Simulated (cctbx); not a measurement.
## Accept or mend?

Cell a = 3.0920 Å, b = 8.2460 Å, c = 10.5760 Å, α = 90.00°, β = 90.00°, γ = 90.00°; space group Cmcm (no. 63).

The data are simulated with cctbx, not measured: synchrotron X-rays, λ = 0.7749 Å, to d = 0.6 Å, 70 % of the full sphere, strongest reflection 5000 counts, noise from counting, a 3 % proportional error and a noise floor of 15 counts (s.d.); no absorption.

An isotropic refinement with weights 1/σ² prints:

```text
Rint 0.094, 390 unique reflections to 0.60 A
cycle     R1     wR2    GooF  max shift (A)
   1  0.1386  0.3024   4.435   0.20220
   9  0.0393  0.0658   0.965   0.00012
final R1 0.0393 wR2 0.0658 GooF 0.965  parameters 15  data/parameter 26.0
atom        x        y        z      Ueq    occ   su(xyz)  su(Uiso or U11)
Fe1    0.50000  0.00000  0.50000   0.0208  1.000  0.00000  0.0003
Cr1    0.50000  0.00179  0.25000   0.0194  1.000  0.00018  0.0003
Cr2    0.50000  0.28863  0.39201   0.0174  1.000  0.00011  0.0002
C1     0.00000  0.21119  0.25000   0.0243  1.000  0.00130  0.0016
C2     0.00000  0.09024  0.39458   0.0318  1.000  0.00089  0.0014
C3     0.76984  0.24045  0.12289   1.0000  1.000  0.08279  0.5287
difference map: max 3.09 min -2.30 rms 0.62
Q1    0.0000  0.0353  0.0872    8    3.14  0.49 A from C2
Q2    0.2025  0.9941  0.2500    8    2.90  0.92 A from Cr1
Q3    0.0000  0.1280  0.7500    4    2.22  1.65 A from Cr2
Q4    0.0000  0.0561  0.2500    4    2.12  1.28 A from C1
Q5    0.0000  0.0435  0.6400    8    1.97  1.16 A from C2
Q6    0.1224  0.0000  0.0000    8    1.92  1.17 A from Fe1
```

Q: Accept it or mend it, and why?

Mend it. The fault: spurious atom: C3. Against the right model at the same level, R1 goes from 0.0381 to 0.0393 and GooF from 0.94 to 0.96 and C3 takes U = the program's ceiling. A site with no density behind it hides by a very large U or drifts.

The compound is Cr3FeC3. The right model at the same level gives:

```text
Rint 0.094, 390 unique reflections to 0.60 A
cycle     R1     wR2    GooF  max shift (A)
   1  0.0976  0.1648   2.403   0.03563
   2  0.0381  0.0647   0.944   0.00000
final R1 0.0381 wR2 0.0647 GooF 0.944  parameters 11  data/parameter 35.5
atom        x        y        z      Ueq    occ   su(xyz)  su(Uiso or U11)
Fe1    0.50000  0.00000  0.50000   0.0208  1.000  0.00000  0.0003
Cr1    0.50000  0.00179  0.25000   0.0194  1.000  0.00018  0.0003
Cr2    0.50000  0.28862  0.39201   0.0174  1.000  0.00011  0.0002
C1     0.00000  0.21129  0.25000   0.0242  1.000  0.00126  0.0015
C2     0.00000  0.09050  0.39463   0.0318  1.000  0.00085  0.0013
difference map: max 2.98 min -2.49 rms 0.61
Q1    0.0000  0.0359  0.0876    8    3.04  0.49 A from C2
Q2    0.2025  0.9941  0.2500    8    2.72  0.92 A from Cr1
Q3    0.0000  0.1287  0.7500    4    2.17  1.65 A from Cr2
Q4    0.0000  0.2020  0.5653    8    2.00  0.46 A from Cr2
Q5    0.0000  0.1925  0.0195    8    1.99  1.24 A from C2
Q6    0.0000  0.0565  0.2500    4    1.98  1.28 A from C1
```

This is a model crystal, built by substitution and not relaxed, with assumed displacement parameters.

[Middle refinement cycles are left out of these outputs.]

[Logs are printed without paths, hosts, clocks, repeated set-up lines and the standing remarks that a program may print on its own settings, such as how far it seeks lower states.]
